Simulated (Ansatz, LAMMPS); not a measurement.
# Amorphous Si0.9Ge0.1 (94 atoms) under strain: runs compared

Aim: relax amorphous Si0.9Ge0.1 (94 atoms), then change its volume and shape to read moduli from the stress.

Computed with Ansatz 0.2.0: Kohn-Sham DFT, PBE, PAW (set soft_2), plane waves.

**1. The cell as built**

The cell holds 94 atoms: 85 Si and 9 Ge. Cell: a = 12.402 Å, b = 12.402 Å, c = 12.402 Å, α = 90.0°, β = 90.0°, γ = 90.0°. 94 atoms (85 Si, 9 Ge) placed at random at 2.65 g/cm³, melted at 3500 K for 10 ps at fixed volume with the Tersoff potential (Tersoff, Phys. Rev. B 39, 5566 (1989)). Quenched from 3500 K to 700 K at 3 K/ps and fixed volume, held 5 ps.

What the set-up can't give: The quench rate of 3 K/ps far exceeds what a furnace or splat quench reaches, so expect more defects and frozen-in strain than in a real sample. The network of bonds at the start is that of the classical potential that made the cell, and needn't be the one that DFT or experiment would give. The Brillouin zone is sampled at Γ only.

**2. The reference run**

The reference is a single point at the end of the relaxation.

Every strained cell starts from the geometry of this run, and its atoms are relaxed with the cell held.

Its input, with most atom lines left out:

```yaml
crystal:
  lattice:
    - [12.41106, 0.45311, -0.19297]
    - [0.45311, 12.44257, 0.09636]
    - [-0.19297, 0.09636, 12.45775]
  atoms:
    - { symbol: Si, position: [0.89589, 0.73591, 0.2769] }
    - { symbol: Si, position: [0.56385, 0.42348, 0.17662] }
    - { symbol: Si, position: [0.91052, 0.21889, 0.33645] }
    - { symbol: Si, position: [0.23249, 0.25253, 0.47354] }
    - { symbol: Si, position: [0.14984, 0.75783, 0.89341] }
    - { symbol: Si, position: [0.91396, 0.59233, 0.40801] }
    - { symbol: Si, position: [0.34728, 0.23522, 0.32802] }
    [... atom lines 8 to 94 left out ...]
kpoints:
  mp_grid: { grid: [1, 1, 1] }
hamiltonian:
  xc: pbe
scf:
  occupations: { method: fermi_dirac, width: 0.025 }
output:
  forces: true
  stress: true
  populations: true
  dos:
    method: { smearing: { sigma: 0.08 } }
    de: 0.1
    projected: { site_lists: { Ge: [Ge], Si: [Si] } }
  eigenvalues: true
  write_density: true
  write_potential: true
  volumetric_format: npy
  elf: true
```

| Item | Value |
| --- | --- |
| free energy per atom | -985.9508 eV/atom |
| r.m.s. force component | 0.00579 eV/Å |
| pressure | 0.005387 GPa |

Counting bands leaves a spacing of only 0.14 eV (at Γ alone), which the smearing bridges: 2 levels are partly filled by over 2 %, so a gap, if any, is small at this level.

**3. The runs**

Each row is one run, on 4 threads of Intel Xeon at 2.80GHz (Skylake/Cascade Lake), shared host. The free energy is the program's total, comparable only between runs with the same functional, potentials and atoms.

```csv
run,atoms,outcome,"ionic steps, all passes",free energy (eV),time,host memory (GiB)
Single point at the start,94,converged,-,-92669.892,16 s,2.2
Cell and atoms relaxed,94,converged,21,-92679.372,4.6 min,2.2
Single point at the relaxed geometry,94,converged,-,-92679.372,21 s,2.2
Volume -3 %,94,converged,11,-92679.187,2.4 min,2.2
Volume +3 %,94,converged,3,-92679.004,47 s,2.3
Volume -6 %,94,converged,11,-92677.946,2.4 min,2.1
Volume +6 %,94,converged,5,-92677.991,77 s,2.3
Volume -10 %,94,converged,16,-92674.893,3.7 min,2
Stretched by 1 % along x,94,converged,3,-92679.300,42 s,2.2
Compressed by 1 % along x,94,converged,2,-92679.292,29 s,2.2
Sheared by 2 % in xy,94,converged,9,-92679.596,2.1 min,2.2
```

In some runs the program notes that the SCF threshold is loose for the stress.

**4. Pressure against volume**

Atoms are relaxed at each volume, in the scaled cell.

```csv
volume change (%),volume (Å³/atom),energy change (meV/atom),pressure (GPa),largest move on relaxing (Å),bonds
-10,18.389,47.64,8.55,0.61,199
-6,19.206,15.16,4.77,0.54,196
-3,19.819,1.97,2.16,0.53,194
+0,20.432,0.00,0.01,-,194
+3,21.045,3.90,-2.00,0.06,194
+6,21.658,14.68,-3.61,0.19,192
```

**5. Uniaxial strain and shear**

Stress (GPa, compression positive) less that of the relaxed cell, atoms relaxed:

| strain | xx | yy | zz | xy | energy change (meV/atom) |
| --- | --- | --- | --- | --- | --- |
| stretched by 1 % along x | -1.220 | -0.428 | -0.432 | 0.002 | 0.76 |
| compressed by 1 % along x | 1.442 | 0.399 | 0.423 | 0.009 | 0.85 |
| sheared by 2 % in xy | 0.112 | -0.005 | -0.414 | -0.078 | -2.39 |

**6. What came out**

The bulk modulus, from the slope of pressure against ln V over the three points nearest the relaxed volume, is 69.3 GPa; a quadratic over all points gives a pressure derivative of about 3.4. The count of bonds runs from 192 to 199 over the series, so at some points contacts cross the cutoffs. At -10 %, -6 % and -3 % some atom moved by over 0.5 Å on relaxing, so those points may sit in another local minimum. The curvature of the energy over the same three points gives 51.2 GPa instead, so stress and energy disagree and the modulus is uncertain by that much. The shear changes the normal stresses by up to 0.41 GPa, more than the shear stress itself (0.08 GPa), so the response isn't simply elastic and the value of C66 is doubtful. The cell sheared by 2 % in xy ends below the relaxed cell in energy, so the reference wasn't the lowest nearby minimum and the moduli are doubtful. In the Cartesian axes of the cell, finite differences give C11 = 133, C12 = 41.4, C13 = 42.7 and C66 = 3.91 GPa (the shear of 2 % is the engineering strain, εxy = 0.01).

Caveats: Strains are finite and relaxations stop at the force tolerance of the input, which can leave moduli too stiff; they are those of a static cell at zero temperature. Volumes are changed with the cell's shape held, so in an anisotropic solid the modulus lies over the one under free hydrostatic load. The program notes that the SCF threshold of the relaxations is loose for the stress.

The DFT runs together took 19 min of wall time.

[Logs are printed without paths, hosts, clocks, repeated set-up lines and the standing remarks that a program may print on its own settings, such as how far it seeks lower states.]

[Hosts, paths, dates, database ids (printed as entryN), source tags and the programs' standing remarks are cut or masked in the printed files.]
